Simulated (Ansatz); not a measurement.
# Quasi-harmonic thermodynamics of GaAs (F-43m), part 3 of 4

How much does GaAs expand with temperature?

Measurements to reproduce:
- volume expansion coefficient 16.2 1e-6/K, heat capacity C_P per formula unit 46.8 J/mol/K and bulk modulus 74.8 GPa near room temperature (given in “High-Throughput Prediction of Finite-Temperature Properties using the Quasi-Harmonic Approximation”, 2016, arXiv:1603.06924)

Ansatz 0.2.0; DFT LDA, scalar-relativistic, plane waves, PAW.

So far, principal linear expansion coefficients at 298 K (× 1e-6/K): step 5 (phonons on strained cells, cutoff 487.2 eV, k-mesh 12×12×12) 4.78. Also isothermal bulk modulus at 298 K (GPa): step 5 71.0. The relaxed cell has a = 5.603 Å (conventional setting).

### 6. The quasi-harmonic study, k-mesh 8×8×8, q-mesh 4×4×4

The study relaxes the crystal at several strains, solves the phonons on some of them and minimises the free energy at each temperature (static energy, vibrations, the electrons in a metal, and PV under a set pressure); the q-mesh sets how far the force constants reach.

The input, input.yaml:

```yaml
crystal:
  lattice:
    - [0.0, 2.8015748695, 2.8015748695]
    - [2.8015748695, 0.0, 2.8015748695]
    - [2.8015748695, 2.8015748695, 0.0]
  atoms:
    - { symbol: Ga, position: [0.0, 0.0, 0.0] }
    - { symbol: As, position: [0.25, 0.25, 0.25] }
kpoints:
  mp_grid: { grid: [8, 8, 8] }
hamiltonian:
  xc: lda
scf:
  occupations: { method: fixed }
  lower_state_search: "off"
output:
  eigenvalues: true
phonons:
  method: dfpt
  qmesh: [4, 4, 4]
  temperatures: { t_max: 800.0, t_step: 50 }
  thermal_expansion: {}
```

Command:

```bash
> ansatz run input.yaml --threads 8 --pin off --max-ram 16384MiB --backend cpu --events-out ev --progress --plain --runs-dir out
```

Numbers of over 12 decimals in the logs are rounded to 6 here.

What it wrote:

```text
[...]
Crystal: 2 atoms, lattice volume = 43.978 Å³
Basis set: ecut = 487.2 eV, 1067 PW (Γ), exchange–correlation on 60×60×60 points (8 copies of the dense FFT grid, shifted against one another)
Bands: 18, of which v1, the nominal top of the filled ones, is band 14 counted from 1 (13 counted from 0)
Symmetry: 24 space group operations
[...]
k-points: 29 of 512 (time reversal used)
[...]
SCF iter   1: F=—  HF=-8481.296770 eV  |F-HF|=—  |Δ(HF+E_count)|=         —  Δρ=5.00e-3  dr2=7.06e-3  ethr=1.77e-3  ⟨swp⟩=4.7  Hψ=2174  notcnv=0  defer=49
[...]
SCF iter   8: F=-8481.293600 eV  HF=-8481.293600 eV  |F-HF|=2.73e-11  |Δ(HF+E_count)|=  2.00e-11  Δρ=2.23e-7  dr2=1.13e-11  ethr=1.00e-12  ⟨swp⟩=5.2  Hψ=3067  notcnv=0
SCF 1 converged in 8 iterations: F = -8481.293600 eV  dr2 = 1.13e-11
[...]
relax step   1: F+E_penalty+E_count = -8481.29359956 eV  Δ(F+E_penalty+E_count) = +0.000e0 eV  max|allowed force component| = 1.110e-16 eV/Å  Δτ_max = 0.0000 Å  (8 SCF iters, accepted)
SCF converged after 8 iterations
Free energy (F): -8481.293600 eV
[...]
Internal energy: -8481.293600 eV  (E = F + TS)
E sigma→0 (E₀):  -8481.293600 eV
Fermi energy:    8.241722 eV
[...]
--- Stress (GPa, compression-positive) ---
       -0.026016       0.000000      -0.000000
       -0.000000      -0.026016       0.000000
       -0.000000       0.000000      -0.026016
  P = ⅓ Tr σ = -0.0260 GPa (-0.260 kbar)
--- Band table (eV; the first three rows and the last of 29) ---
  k-point 0: bands = [... 10 lower, -4.7372, 8.2417, 8.2417, 8.2417, 8.7279, 11.9351, 11.9351, 11.9351]
  k-point 1: bands = [... 10 lower, -4.5477, 6.2198, 7.9940, 7.9940, 9.8096, 12.2951, 12.2951, 12.4023]
  k-point 2: bands = [... 10 lower, -4.0184, 3.9875, 7.5346, 7.5346, 9.6312, 12.8223, 12.8223, 14.1875]
  k-point 28: bands = [... 10 lower, -2.0620, 1.4386, 4.5578, 4.7483, 12.8938, 12.9029, 13.6283, 14.2087]
── thermal expansion: 3 new cells, 3 in all ──
thermal expansion: relaxation of cell 2
thermal expansion: relaxation of cell 3
── thermal expansion: 2 new cells, 5 in all ──
thermal expansion: relaxation of cell 4
thermal expansion: electrons of cell 4
thermal expansion: phonons of cell 4
thermal expansion: relaxation of cell 5
thermal expansion: electrons of cell 1
thermal expansion: electrons of cell 2
thermal expansion: electrons of cell 3
thermal expansion: electrons of cell 5
thermal expansion: phonons of cell 5
── thermal expansion: 5 new cells, 10 in all ──
thermal expansion: relaxation of cell 6
thermal expansion: relaxation of cell 7
thermal expansion: relaxation of cell 8
thermal expansion: relaxation of cell 9
thermal expansion: relaxation of cell 10
thermal expansion: electrons of cell 6
thermal expansion: electrons of cell 7
thermal expansion: electrons of cell 8
thermal expansion: electrons of cell 9
thermal expansion: electrons of cell 10
thermal expansion: phonons of cell 6
thermal expansion: phonons of cell 7
--- Relaxed structure (1 steps of the walk, 1 accepted, 0 SCFs on fresh bases) ---
  F+E_penalty+E_count = -8481.29359956 eV   max|allowed force component| = 1.110e-16 eV/Å
  atoms:
    - { symbol: Ga, position: [0.0, 0.0, 0.0] }
    - { symbol: As, position: [0.25, 0.25, 0.25] }
--- Thermal expansion: 10 cells in 3 rounds, 0 GPa ---
  no lower state was looked for at cell 4: scf.lower_state_search: off
  without vibrations: a 3.96157, b 3.96157, c 3.96157 Å, V 43.9628 Å³, B 74.52 GPa
  at 0 K: a 3.96650, b 3.96650, c 3.96650 Å, V 44.1272 Å³, B 73.57 GPa
  zero-point expansion: a +0.125, b +0.125, c +0.125, V +0.374 %
[...]
0.00    3.96650    3.96650    3.96650    44.1272 |    0.00    0.00    0.00    0.00 |   10.34 |     0.000     0.000 |    73.57    73.57
   100.00    3.96669    3.96669    3.96669    44.1336 |    2.41    2.41    2.41    7.24 |   14.83 |    29.328    29.317 |    73.25    73.27
   200.00    3.96832    3.96832    3.96832    44.1882 |    5.26    5.26    5.26   15.79 |   17.39 |    42.703    42.607 |    72.38    72.55
   298.15    3.97058    3.97058    3.97058    44.2637 |    6.20    6.20    6.20   18.60 |       - |    46.563    46.366 |    71.44    71.75
   350.00    3.97189    3.97189    3.97189    44.3074 |    6.47    6.47    6.47   19.41 |   19.03 |    47.542    47.292 |    70.94    71.31
   450.00    3.97454    3.97454    3.97454    44.3960 |    6.82    6.82    6.82   20.46 |   19.68 |    48.648    48.295 |    69.95    70.46
   550.00    3.97730    3.97730    3.97730    44.4887 |    7.07    7.07    7.07   21.22 |   20.18 |    49.275    48.817 |    68.96    69.61
   650.00    3.98016    3.98016    3.98016    44.5847 |    7.28    7.28    7.28   21.85 |   20.61 |    49.689    49.123 |    67.97    68.75
   750.00    3.98309    3.98309    3.98309    44.6835 |    7.47    7.47    7.47   22.42 |   20.99 |    49.998    49.318 |    66.97    67.89
   800.00    3.98459    3.98459    3.98459    44.7339 |    7.57    7.57    7.57   22.70 |   21.16 |    50.129    49.391 |    66.47    67.47
[...]
vibrations' free energy: its fit passes through its cells
[...]
free energies summed between the sampled wave vectors
[...]
band gaps on the cells' k-points are 0.225 to 0.716 eV
```

Wall time 5.9 min (8 threads of Arm Neoverse V2, shared host); peak memory 1.4 GiB.

Numbers from this step:

```yaml
pressure: -0.02602 GPa
gap_on_the_k_mesh: 0.4861 eV
volume_expansion_coefficient_at_298_k: 18.60 1e-6/K
c_p_at_298_k: 23.28 J/mol-atom/K
entropy_at_298_k: 32.66 J/mol-atom/K
isothermal_bulk_modulus_at_298_k: 71.44 GPa
grueneisen_parameter_at_298_k: 0.7639
volume_at_298_k: 22.13 Å³/atom
principal_linear_expansion_coefficients_at_298_k: 6.2, 6.2, 6.2 1e-6/K
```

Strained cells of the study; zero-point energy where phonons were solved; the pressures are stresses at a fixed cutoff and can carry an offset from the finite basis. Expansion cells, by row:

```
cell  |a| (Å)  |b| (Å)  |c| (Å)  V (Å³/atom)  E - E_lowest (meV/atom)  pressure, compression positive (GPa)  gap (eV)  zero-point energy (meV/atom)
   1    3.962    3.962    3.962        21.99                        0                                -0.038    0.4861                             -
   2    3.994    3.994    3.994        22.52                    2.941                                 -1.72    0.3062                             -
   3    3.931    3.931    3.931        21.47                    2.896                                 1.841    0.6691                             -
   4    3.962    3.962    3.962        21.99                        0                                -0.031    0.4868                         33.73
   5    3.982    3.982    3.982        22.32                    1.168                                -1.107    0.3739                         33.17
   6    3.972    3.972    3.972        22.16                    0.326                                -0.599     0.428                         33.44
   7    3.993    3.993    3.993        22.51                     2.78                                -1.674    0.3114                         32.85
   8    3.923    3.923    3.923        21.34                    4.617                                 2.356    0.7164                             -
   9    3.942    3.942    3.942        21.66                    1.119                                 1.122     0.601                             -
  10    4.008    4.008    4.008        22.77                    6.145                                 -2.43    0.2247                             -
```

Quasi-harmonic; a, b, c are the run's own cell vectors. Expansion, by row:

```
T (K)  a (Å)  b (Å)  c (Å)  alpha (deg)  beta (deg)  gamma (deg)  cell volume (Å³/cell)  alpha_a (1e-6/K)  alpha_b (1e-6/K)  alpha_c (1e-6/K)  alpha_V (1e-6/K)  C_P (J/mol-atom/K)  C_V (J/mol-atom/K)  S (J/mol-atom/K)  B_T (GPa)  B_S (GPa)  Grueneisen  extrapolation  fit error (1e-6/K)
    0  3.966  3.966  3.966           60          60           60                  44.13                 0                 0                 0                 0                   0                   0                 0      73.57      73.57           -              0                   0
   50  3.966  3.966  3.966           60          60           60                  44.13             -0.07             -0.07             -0.07             -0.21               6.841               6.841             3.683      73.52      73.52       -0.03              0                   0
  100  3.967  3.967  3.967           60          60           60                  44.13              2.41              2.41              2.41              7.24               14.66               14.66             10.99      73.25      73.27       0.481              0                   0
  150  3.967  3.967  3.967           60          60           60                  44.16              4.26              4.26              4.26             12.78               19.11               19.08             17.88      72.84      72.93       0.649              0                0.01
  200  3.968  3.968  3.968           60          60           60                  44.19              5.26              5.26              5.26             15.79               21.35                21.3             23.71      72.38      72.55       0.714              0                0.01
  250  3.969  3.969  3.969           60          60           60                  44.23              5.84              5.84              5.84             17.53               22.57                22.5             28.62      71.91      72.14       0.746              0                0.01
298.1  3.971  3.971  3.971           60          60           60                  44.26               6.2               6.2               6.2              18.6               23.28               23.18             32.66      71.44      71.75       0.764              0                0.02
  300  3.971  3.971  3.971           60          60           60                  44.27              6.21              6.21              6.21             18.63                23.3                23.2             32.81      71.42      71.73       0.764              0                0.02
  350  3.972  3.972  3.972           60          60           60                  44.31              6.47              6.47              6.47             19.41               23.77               23.65             36.44      70.94      71.31       0.777              0                0.02
  400  3.973  3.973  3.973           60          60           60                  44.35              6.66              6.66              6.66             19.99               24.09               23.94             39.63      70.44      70.89       0.786              0                0.02
  450  3.975  3.975  3.975           60          60           60                   44.4              6.82              6.82              6.82             20.46               24.32               24.15             42.48      69.95      70.46       0.792              0                0.02
  500  3.976  3.976  3.976           60          60           60                  44.44              6.96              6.96              6.96             20.87                24.5                24.3             45.06      69.46      70.03       0.798              0                0.01
  550  3.977  3.977  3.977           60          60           60                  44.49              7.07              7.07              7.07             21.22               24.64               24.41              47.4      68.96      69.61       0.803              0                0.01
  600  3.979  3.979  3.979           60          60           60                  44.54              7.18              7.18              7.18             21.55               24.75               24.49             49.55      68.46      69.18       0.808              0                0.01
  650   3.98   3.98   3.98           60          60           60                  44.58              7.28              7.28              7.28             21.85               24.84               24.56             51.53      67.97      68.75       0.812              0                0.01
  700  3.982  3.982  3.982           60          60           60                  44.63              7.38              7.38              7.38             22.14               24.93               24.61             53.38      67.47      68.32       0.816              0                0.02
  750  3.983  3.983  3.983           60          60           60                  44.68              7.47              7.47              7.47             22.42                  25               24.66              55.1      66.97      67.89       0.819              0                0.03
  800  3.985  3.985  3.985           60          60           60                  44.73              7.57              7.57              7.57              22.7               25.07                24.7             56.72      66.47      67.47       0.823              0                0.04
```

Expansion coefficient against temperature; values in 1e-6/K:

```
temperature (K)  volume  principal 1
              0       0            0
             50   -0.21        -0.07
            100    7.24         2.41
            150    12.8         4.26
            200    15.8         5.26
            250    17.5         5.84
            298    18.6          6.2
            300    18.6         6.21
            350    19.4         6.47
            400    20.0         6.66
            450    20.5         6.82
            500    20.9         6.96
            550    21.2         7.07
            600    21.6         7.18
            650    21.9         7.28
            700    22.1         7.38
            750    22.4         7.47
            800    22.7         7.57
```

Changing the q-mesh (2×2×2 → 4×4×4) and the k-mesh (12×12×12 → 8×8×8) takes the volume expansion at 298 K from 14.3 to 18.6 × 10⁻⁶/K and B_T from 71.0 to 71.4 GPa.

(Continued in part 4 of 4.)

[Logs are printed without paths, hosts, clocks, repeated set-up lines and the standing remarks that a program may print on its own settings, such as how far it seeks lower states.]

[Hosts, paths, dates, database ids (printed as entryN), source tags and the programs' standing remarks are cut or masked in the printed files.]

[A step with changed settings may run another functional than the one named; its input shows which.]
